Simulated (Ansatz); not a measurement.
# Lattice dynamics of (SrO)3(LiCl)1 [001] superlattice, started as rocksalt type, part 2 of 2

Task: relax (SrO)3(LiCl)1 [001] superlattice, started as rocksalt type, then find its harmonic phonons.

Ansatz 0.2.0; DFT PBE, scalar-relativistic, plane waves, PAW.

So far. Step 4 (Tight relaxation): The largest force component left is 0.095 meV/Å and the pressure is -0.001 GPa, within the tolerances set. The cell now holds 18.28 Å³/atom. The relaxed cell has a = 3.620, c = 11.161 Å (conventional setting).

The structure was built from a prototype and need not be the compound's stable phase.

## Step 5: Linear response at the zone centre

The zone centre is the only wavevector solved here; it holds the modes that light can see, as far as symmetry allows. The response to a homogeneous field gives the Born charges and the dielectric tensor, and its change with displacement the Raman tensors.

Contents of input.yaml:

```yaml
crystal:
  lattice:
    - [2.5597257595, 2.5597257595, 0.0]
    - [-2.5597257595, 2.5597257595, 0.0]
    - [0.0, 0.0, 11.1614565579]
  atoms:
    - { symbol: Cl, position: [0.0, 0.0, 0.75] }
    - { symbol: Li, position: [0.5, 0.5, 0.75] }
    - { symbol: O, position: [0.5, 0.5, 0.0185892089] }
    - { symbol: O, position: [0.0, 0.0, 0.25] }
    - { symbol: O, position: [0.5, 0.5, 0.4814107911] }
    - { symbol: Sr, position: [0.0, 0.0, 0.0182204084] }
    - { symbol: Sr, position: [0.5, 0.5, 0.25] }
    - { symbol: Sr, position: [0.0, 0.0, 0.4817795916] }
kpoints:
  mp_grid: { grid: [8, 8, 2] }
hamiltonian:
  xc: pbe
scf:
  occupations: { method: fixed }
output:
  eigenvalues: true
phonons:
  method: dfpt
  dielectric: true
  rigid_motions: translations
  raman: true
```

Launch:

```console
> ansatz run input.yaml --threads 8 --pin off --max-ram 14336MiB --backend cpu --events-out ev --progress --plain --runs-dir out
```

Numbers of over 12 decimals in the logs are rounded to 6 here.

Output:

```text
[...]
Crystal: 8 atoms, lattice volume = 146.264 Å³
Basis set: ecut = 420 eV, 2829 PW (Γ), exchange–correlation on 50×50×160 points (8 copies of the dense FFT grid, shifted against one another)
Bands: 37, of which v1, the nominal top of the filled ones, is band 29 counted from 1 (28 counted from 0)
Symmetry: 16 space group operations
k-points: 42 of 128 (irreducible under 2 space group operations, time reversal used)
[...]
SCF iter   1: F=—  HF=-13631.184110 eV  |F-HF|=—  |Δ(HF+E_count)|=         —  Δρ=1.58e-3  dr2=2.44e-2  ethr=1.77e-3  ⟨swp⟩=6.0  Hψ=7286  notcnv=0  defer=209
[...]
SCF iter   9: F=-13631.178022 eV  HF=-13631.178022 eV  |F-HF|=0.00e0  |Δ(HF+E_count)|=  8.89e-10  Δρ=1.59e-7  dr2=3.27e-11  ethr=1.00e-12  ⟨swp⟩=19.1  Hψ=13134  notcnv=0
SCF 1 converged in 9 iterations: F = -13631.178022 eV  dr2 = 3.27e-11
[...]
DFPT response loops at Γ: preconditioner auto → Resta (q_TF=auto, 2.339 Å⁻¹)  ε∞=4.4 (no band partly filled); β = 1.00, the filter's whole step (`scf.mixing.beta` (0.50) is not read by the response loops at its default; to damp them type it under 1.00, their step now; it binds the ground state too); Broyden in place of MSR1
── the response to a field inside a basis, on 10×10×4 k-points: an SCF that follows is theirs, and a resumed run solves both again ──
Bands: 30, of which v1, the nominal top of the filled ones, is band 29 counted from 1 (28 counted from 0)
k-points: 30 of 400
[...]
Eigensolver: Dense (30 Hₖ)
SCF iter   1: F=—  HF=-13631.096507 eV  |F-HF|=—  |Δ(HF+E_count)|=         —  Δρ=3.86e-4  dr2=6.06e-5  ethr=1.00e-1
[...]
SCF iter   8: F=-13631.096550 eV  HF=-13631.096550 eV  |F-HF|=1.09e-11  |Δ(HF+E_count)|=  2.67e-10  Δρ=5.11e-8  dr2=4.28e-12  ethr=1.00e-12
SCF 1 converged in 8 iterations: F = -13631.096550 eV  dr2 = 4.28e-12
[...]
SCF converged after 9 iterations
Free energy (F): -13631.178022 eV
[...]
Internal energy: -13631.178022 eV  (E = F + TS)
E sigma→0 (E₀):  -13631.178022 eV
Fermi energy:    6.437133 eV
[...]
--- Band table (eV; the first three rows and the last of 42) ---
  k-point 0: bands = [... 25 lower, 6.3802, 6.3802, 6.4371, 6.4371, 9.5227, 9.8846, 10.7759, 11.5476, ... 4 higher]
  k-point 1: bands = [... 25 lower, 6.3829, 6.3829, 6.4337, 6.4337, 9.9066, 9.9938, 10.6800, 10.6965, ... 4 higher]
  k-point 2: bands = [... 25 lower, 6.1070, 6.1134, 6.2147, 6.2691, 9.8611, 10.2957, 11.1283, 11.7440, ... 4 higher]
  k-point 41: bands = [... 25 lower, 6.1208, 6.1208, 6.2466, 6.2466, 10.2702, 10.2702, 11.0384, 11.0384, ... 4 higher]
--- Phonons (Γ-DFPT): 12 representative perturbations + reference, on 42 of 128 k-points (Σ response iterations 44) ---
  k mesh reduced under 2 symmetry operations, with k and −k counted as one. Each operation leaves every solved perturbation unchanged. A smaller set is not considered because the run solves the response to a homogeneous field
  ASR residual: 4.931e-4 → 0.000e0 eV/Å²; symmetrization residual: 1.612e-6 eV/Å²
  ASR residual per site (eV/Å²): 7.94e-5 4.93e-4 2.03e-4 1.43e-4 2.03e-4 8.74e-5 1.37e-4 8.74e-5
  Γ frequencies (cm⁻¹): -210.32 0.00 0.00 0.00 69.33 69.33 74.81 74.81 113.64 113.64 124.24 158.50 194.29 203.02 203.02 223.29 223.29 224.92 224.92 247.21 247.21 282.16 339.90 349.62
  ε∞ (high-frequency dielectric tensor):
        3.523400     0.000000     0.000000
        0.000000     3.523400     0.000000
        0.000000     0.000000     3.573756
  softest optical mode at Γ: -210.32 cm⁻¹; the repairs (sum rule, projections) moved no ω² at Γ by more than (4.56 cm⁻¹)²
  Born effective charges Z* (e; rows j = field, columns β = displacement):
    site 0:
        -1.17229    0.00000   -0.00000
         0.00000   -1.17229    0.00000
         0.00000    0.00000   -1.37471
    site 1:
         1.22724   -0.00000   -0.00000
        -0.00000    1.22724    0.00000
         0.00000    0.00000    1.23344
    site 2:
        -2.54453    0.00000   -0.00000
         0.00000   -2.54453    0.00000
        -0.00000    0.00000   -2.04266
    site 3:
        -2.42202   -0.00000   -0.00000
         0.00000   -2.42202    0.00000
         0.00000    0.00000   -2.17394
    site 4:
        -2.54453    0.00000   -0.00000
        -0.00000   -2.54453    0.00000
         0.00000   -0.00000   -2.04266
    site 5:
         2.50244   -0.00000   -0.00000
         0.00000    2.50244   -0.00000
         0.00000   -0.00000    2.11574
    site 6:
         2.45126   -0.00000   -0.00000
         0.00000    2.45126    0.00000
         0.00000    0.00000    2.16904
    site 7:
         2.50244   -0.00000    0.00000
         0.00000    2.50244    0.00000
         0.00000    0.00000    2.11574
  Z* charge neutrality: 1.633e-2 e pre-enforcement
  solved inside a basis spanned on kpoints, on 10×10×4 k-points: ε∞ is read to err by 1.6e-2, Z* by 1.4e-2 e (field_mesh: kpoints solves on kpoints); Z* is corrected for what the basis lacks
  Raman tensors (in the event stream and the table raman_tensors.tsv): an entry may err by 1.3e-1 Å², one of the second-order susceptibility by 4.1e-19 pm/V (basis, points and sum rule); their sum over the sites missed zero by 2.220e-16 Å² ahead of its enforcement
  optical modes at Γ without the LO–TO term, one row a degenerate level:
      ω (cm⁻¹)  modes    IR ((D/Å)²/amu)  static Raman (Å⁴/amu)  depolarisation
       -210.32      1            15.7365                 0.0000               —
         69.33      2             1.4509                 0.0000               —
         74.81      2             0.0000                 0.0030           0.750
        113.64      2             0.0755                 0.0000               —
        124.24      1             0.0000                 4.4333           0.013
        158.50      1             0.6882                 0.0000               —
        194.29      1             5.6080                 0.0000               —
        203.02      2             1.3637                 0.0000               —
        223.29      2             0.0000                 0.0900           0.750
        224.92      2            70.0303                 0.0000               —
        247.21      2             2.9060                 0.0000               —
        282.16      1             1.6699                 0.0000               —
        339.90      1             0.0000                50.1126           0.437
        349.62      1             5.0293                 0.0000               —
  optical modes at Γ + LO–TO along q̂ = [1.0000, 0.0000, 0.0000]:
      ω (cm⁻¹)  modes    IR ((D/Å)²/amu)  static Raman (Å⁴/amu)  depolarisation
       -210.32      1            15.7365                 0.0000               —
         69.33      1             0.7255                 0.0000               —
         74.06      1             0.0367                 0.0000               —
         74.81      2             0.0000                 0.0030           0.750
        113.64      1             0.0377                 0.0000               —
        113.78      1             0.0017                 0.0000               —
        124.24      1             0.0000                 4.4333           0.013
        158.50      1             0.6882                 0.0000               —
        194.29      1             5.6080                 0.0000               —
        203.02      1             0.6818                 0.0000               —
        203.43      1             0.0023                 0.0000               —
        223.29      2             0.0000                 0.0900           0.750
        224.92      1            35.0151                 0.0000               —
        246.31      1             0.0075                 0.0000               —
        247.21      1             1.4530                 0.0000               —
        282.16      1             1.6699                 0.0000               —
        339.90      1             0.0000                50.1126           0.437
        349.62      1             5.0293                 0.0000               —
[...]
optical modes at Γ + LO–TO along q̂ = [0.0000, 1.0000, 0.0000]:
      ω (cm⁻¹)  modes    IR ((D/Å)²/amu)  static Raman (Å⁴/amu)  depolarisation
[...]
74.81      2             0.0000                 0.0030           0.750
[...]
124.24      1             0.0000                 4.4333           0.013
[...]
223.29      2             0.0000                 0.0900           0.750
[...]
339.90      1             0.0000                50.1126           0.437
[...]
optical modes at Γ + LO–TO along q̂ = [0.0000, 0.0000, 1.0000]:
      ω (cm⁻¹)  modes    IR ((D/Å)²/amu)  static Raman (Å⁴/amu)  depolarisation
[...]
74.81      2             0.0000                 0.0030           0.750
        113.64      2             0.0755                 0.0000               —
        124.24      1             0.0000                 4.4333           0.013
        162.11      1             0.1071                 0.0000               —
        203.02      2             1.3637                 0.0000               —
        223.29      2             0.0000                 0.0900           0.750
        224.92      2            70.0303                 0.0000               —
        246.22      1             3.2207                 0.0000               —
        247.21      2             2.9060                 0.0000               —
        299.64      1             2.4987                 0.0000               —
        339.90      1             0.0000                50.1126           0.437
        412.04      1            19.1960                 0.0000               —
```

Wall time 83 s (8 threads of Intel Xeon 6975P-C (Granite Rapids), shared host); peak memory 2.9 GiB.

Reading the cycles: dr2 is the Hartree energy of the density residual (eV), the measure of convergence; HF is the Harris–Foulkes estimate of the energy, which meets the free energy F at convergence.

Numbers from this step:

```yaml
sum_rule_residual_before_enforcement: 4.93e-4 eV/Å²
miss_of_the_charge_sum_rule: 0.01633 e
estimated_error_of_the_dielectric_tensor: 0.01641
estimated_error_of_the_born_charges: 0.01372 e
point_group: 4/mmm
highest_optical_mode_at_the_zone_centre_no_lo_to_term: 349.6 cm⁻¹
lowest_optical_zone_centre_mode: -210.3 cm⁻¹
mean_high_frequency_dielectric_constant: 3.540
largest_born_charge_third_of_the_trace: -2.377 e
top_of_the_zone_centre_spectrum_with_the_field: 455.0 cm⁻¹
```

Without the LO-TO term. Patterns of degenerate modes are one choice out of their space. The modes at Γ (shares of kinetic energy by element, %) (negative means imaginary):

```csv
mode,frequency (cm⁻¹),symmetry,Cl %,Li %,O %,Sr %
1,-210.3,A2u,0,76,24,0
2,0.0,acoustic,10,2,14,74
3,0.0,acoustic,10,2,14,74
4,0.0,acoustic,10,2,14,74
5,69.3,Eu,82,5,1,13
6,69.3,Eu,82,5,1,13
7,74.8,Eg,0,0,9,91
8,74.8,Eg,0,0,9,91
9,113.6,Eu,1,0,5,93
10,113.6,Eu,1,0,5,93
11,124.2,A1g,0,0,15,85
12,158.5,A2u,22,0,5,72
13,194.3,A2u,55,1,6,38
14,203.0,Eu,6,63,24,6
15,203.0,Eu,6,63,24,6
16,223.3,Eg,0,0,91,9
17,223.3,Eg,0,0,91,9
18,224.9,Eu,0,29,63,7
19,224.9,Eu,0,29,63,7
20,247.2,Eu,0,1,93,6
21,247.2,Eu,0,1,93,6
22,282.2,A2u,8,17,70,4
23,339.9,A1g,0,0,85,15
24,349.6,A2u,4,4,81,10
```

Displacements in mode 1 (-210.3 cm⁻¹), the largest set to 1:
```
Cl1  0.00  0.00  0.03
Li2  0.00  0.00  1.00
O3   0.00  0.00 -0.25
O4   0.00  0.00 -0.11
O5   0.00  0.00 -0.25
Sr6  0.00  0.00  0.01
Sr7  0.00  0.00  0.01
Sr8  0.00  0.00  0.01
```

Displacements in mode 8 (74.8 cm⁻¹), the largest set to 1:
```
Cl1  0.00  0.00  0.00
Li2  0.00  0.00  0.00
O3  -0.75  0.22  0.00
O4   0.00  0.00  0.00
O5   0.75 -0.22  0.00
Sr6 -1.00  0.29  0.00
Sr7  0.00  0.00  0.00
Sr8  1.00 -0.29  0.00
```

Optical modes at the zone centre, without and with the macroscopic field of the longitudinal modes; each column is sorted by frequency, so a row need not hold one and the same mode. Modes with and without the field, by row:

| rank among optical modes | no field (cm⁻¹) | q along (1, 0, 0) (cm⁻¹) | q along (0, 0, 1) (cm⁻¹) |
| --- | --- | --- | --- |
| 1 | -210.3 | -210.3 | -93.5 |
| 2 | 69.3 | 69.3 | 69.3 |
| 3 | 69.3 | 74.1 | 69.3 |
| 4 | 74.8 | 74.8 | 74.8 |
| 5 | 74.8 | 74.8 | 74.8 |
| 6 | 113.6 | 113.6 | 113.6 |
| 7 | 113.6 | 113.8 | 113.6 |
| 8 | 124.2 | 124.2 | 124.2 |
| 9 | 158.5 | 158.5 | 162.1 |
| 10 | 194.3 | 194.3 | 203 |
| 11 | 203 | 203 | 203 |
| 12 | 203 | 203.4 | 223.3 |
| 13 | 223.3 | 223.3 | 223.3 |
| 14 | 223.3 | 223.3 | 224.9 |
| 15 | 224.9 | 224.9 | 224.9 |
| 16 | 224.9 | 246.3 | 246.2 |
| 17 | 247.2 | 247.2 | 247.2 |
| 18 | 247.2 | 282.2 | 247.2 |
| 19 | 282.2 | 339.9 | 299.6 |
| 20 | 339.9 | 349.6 | 339.9 |
| 21 | 349.6 | 455 | 412 |

Born charge (rows field, columns displacement) (e), principal values of the symmetric part by kind of site:

```csv
atom,atoms with these values,low,middle,high,mean
Cl1,1,-1.37,-1.17,-1.17,-1.24
Li2,1,1.23,1.23,1.23,1.23
O3,2,-2.54,-2.54,-2.04,-2.38
O4,1,-2.42,-2.42,-2.17,-2.34
Sr6,2,2.12,2.50,2.50,2.37
Sr7,1,2.17,2.45,2.45,2.36
```

In full for Sr6:

```
2.50 0.00 0.00
0.00 2.50 0.00
0.00 0.00 2.12
```

High-frequency dielectric tensor:

```
3.52 0.00 0.00
0.00 3.52 0.00
0.00 0.00 3.57
```

Transverse modes; imaginary modes are left out. Infrared lines, with heights relative to the strongest:

| position (cm⁻¹) | relative intensity |
| --- | --- |
| 69 | 2.1 |
| 75 | 0.0 |
| 114 | 0.1 |
| 124 | 0.0 |
| 158 | 1.0 |
| 194 | 8.0 |
| 203 | 1.9 |
| 223 | 0.0 |
| 225 | 100 |
| 247 | 4.1 |
| 282 | 2.4 |
| 340 | 0.0 |
| 350 | 7.2 |

Activity x (w_L - w)^4 (n + 1)/w, 532 nm, 300 K; imaginary modes are left out; modes without the macroscopic field alone. Lines of the Raman spectrum (strongest = 100):

```
position (cm⁻¹)  relative intensity
             69                 0.0
             75                 0.1
            114                 0.0
            124                  45
            158                 0.0
            194                 0.0
            203                 0.0
            223                 0.3
            225                 0.0
            247                 0.0
            282                 0.0
            340                 100
            350                 0.0
```

Before it was imposed, the acoustic sum rule was missed by 4.9e-4 eV/Å² and the charge sum rule by 0.016 e. Small misses are needed for a sound result but don't prove that mesh and cutoff are converged. The lowest optical mode is imaginary, 210.3i cm⁻¹, so the energy falls along it.

## Step 6: Isotope substitution, element Cl, natural mass 35.45 amu

An isotope changes the mass and not the force constants, so no new electronic calculation is needed; the shifts show which modes move this element.

The same force constants with the mass of Cl changed from 35.450 to 36.966 u (phonopy, no LO-TO term). Both lists are sorted by frequency; levels can cross, so a row need not hold one and the same mode. Modes under 3 cm⁻¹ are left out. Isotope shifts, by row:

| q | rank | natural mass (cm⁻¹) | changed mass (cm⁻¹) |
| --- | --- | --- | --- |
| 0 0 0 | 1 | -210.3 | -210.3 |
| 0 0 0 | 5 | 69.33 | 68.15 |
| 0 0 0 | 6 | 69.33 | 68.15 |
| 0 0 0 | 7 | 74.81 | 74.81 |
| 0 0 0 | 8 | 74.81 | 74.81 |
| 0 0 0 | 9 | 113.6 | 113.6 |
| 0 0 0 | 10 | 113.6 | 113.6 |
| 0 0 0 | 11 | 124.2 | 124.2 |
| 0 0 0 | 12 | 158.5 | 157.7 |
| 0 0 0 | 13 | 194.3 | 192.1 |
| 0 0 0 | 14 | 203 | 202.8 |
| 0 0 0 | 15 | 203 | 202.8 |
| 0 0 0 | 16 | 223.3 | 223.3 |
| 0 0 0 | 17 | 223.3 | 223.3 |
| 0 0 0 | 18 | 224.9 | 224.9 |
| 0 0 0 | 19 | 224.9 | 224.9 |
| 0 0 0 | 20 | 247.2 | 247.2 |
| 0 0 0 | 21 | 247.2 | 247.2 |
| 0 0 0 | 22 | 282.2 | 281.7 |
| 0 0 0 | 23 | 339.9 | 339.9 |
| 0 0 0 | 24 | 349.6 | 349.3 |

A mode of this element alone would shift by -2.07 %. The highest zone-centre frequency without the field goes from 349.6 to 349.3 cm⁻¹ (-0.1 %).

## Step 7: Isotope substitution, element Li, natural mass 6.94 amu

The same for Li, from 6.94 to 6.02 u.

The same force constants with the mass of Li changed from 6.940 to 6.015 u (phonopy, no LO-TO term). Both lists are sorted by frequency; levels can cross, so a row need not hold one and the same mode. Modes under 3 cm⁻¹ are left out. Isotope shifts, by row:

```csv
q,rank,natural mass (cm⁻¹),changed mass (cm⁻¹)
0 0 0,1,-210.3,-222
0 0 0,5,69.33,69.54
0 0 0,6,69.33,69.54
0 0 0,7,74.81,74.81
0 0 0,8,74.81,74.81
0 0 0,9,113.6,113.6
0 0 0,10,113.6,113.6
0 0 0,11,124.2,124.2
0 0 0,12,158.5,158.5
0 0 0,13,194.3,194.4
0 0 0,14,203,210.2
0 0 0,15,203,210.2
0 0 0,16,223.3,223.3
0 0 0,17,223.3,223.3
0 0 0,18,224.9,232.1
0 0 0,19,224.9,232.1
0 0 0,20,247.2,247.5
0 0 0,21,247.2,247.5
0 0 0,22,282.2,285.7
0 0 0,23,339.9,339.9
0 0 0,24,349.6,350.8
```

A mode of this element alone would shift by +7.41 %. The highest zone-centre frequency without the field goes from 349.6 to 350.8 cm⁻¹ (+0.3 %).

## Step 8: Isotope substitution, element O, natural mass 15.999 amu

The same for O, from 16.00 to 18.00 u.

A mode of this element alone would shift by -5.72 %. The highest zone-centre frequency without the field goes from 349.6 to 333.7 cm⁻¹ (-4.6 %).

## Step 9: Isotope substitution, element Sr, natural mass 87.62 amu

The same for Sr, from 87.62 to 85.91 u.

The same force constants with the mass of Sr changed from 87.620 to 85.909 u (phonopy, no LO-TO term). Both lists are sorted by frequency; levels can cross, so a row need not hold one and the same mode. Modes under 3 cm⁻¹ are left out. Isotope shifts, by row:

```csv
q,rank,natural mass (cm⁻¹),changed mass (cm⁻¹)
0 0 0,1,-210.3,-210.3
0 0 0,5,69.33,69.42
0 0 0,6,69.33,69.42
0 0 0,7,74.81,75.48
0 0 0,8,74.81,75.48
0 0 0,9,113.6,114.7
0 0 0,10,113.6,114.7
0 0 0,11,124.2,125.3
0 0 0,12,158.5,159.6
0 0 0,13,194.3,195
0 0 0,14,203,203.1
0 0 0,15,203,203.1
0 0 0,16,223.3,223.5
0 0 0,17,223.3,223.5
0 0 0,18,224.9,225.1
0 0 0,19,224.9,225.1
0 0 0,20,247.2,247.4
0 0 0,21,247.2,247.4
0 0 0,22,282.2,282.3
0 0 0,23,339.9,340.4
0 0 0,24,349.6,350
```

A mode of this element alone would shift by +0.99 %. The highest zone-centre frequency without the field goes from 349.6 to 350.0 cm⁻¹ (+0.1 %).

## Step 10: Summary of results

- space group after relaxation (within 0.01 Å): P4/mmm
- volume per atom: 18.3 Å³
- gap on the k-mesh: 3.09 eV
- highest optical mode at the zone centre (no LO-TO term): 350 cm⁻¹
- top of the zone-centre spectrum with the field: 455 cm⁻¹
- lowest optical zone-centre mode: -210 cm⁻¹
- mean high-frequency dielectric constant: 3.54
- largest Born charge (third of the trace): -2.38 e
- imaginary modes at Γ (the only wavevector solved): yes

What this shows: A zone-centre mode is imaginary (210.3i cm⁻¹), so this structure is not a minimum of the energy. Without the field, the optical modes at Γ span -210 to 350 cm⁻¹ (negative means imaginary). The dispersion is not part of this account. The highest mode in this list at Γ, 349.6 cm⁻¹, is mostly motion of O (81 % of the kinetic energy). With the macroscopic field of the longitudinal modes the top of the zone-centre spectrum lies at 455 cm⁻¹, against 350 cm⁻¹ without it. Among the real modes, the strongest infrared line is at 225 cm⁻¹. Averaged over orientations, the strongest Raman line at 532 nm and 300 K is at 340 cm⁻¹. The starting cell was built on a prototype and not taken from a measurement, so the phase need not exist. These are harmonic frequencies at zero temperature: anharmonic shifts, linewidths and thermal expansion are left out.

[Logs are printed without paths, hosts, clocks, repeated set-up lines and the standing remarks that a program may print on its own settings, such as how far it seeks lower states.]

[Hosts, paths, dates, database ids (printed as entryN), source tags and the programs' standing remarks are cut or masked in the printed files.]
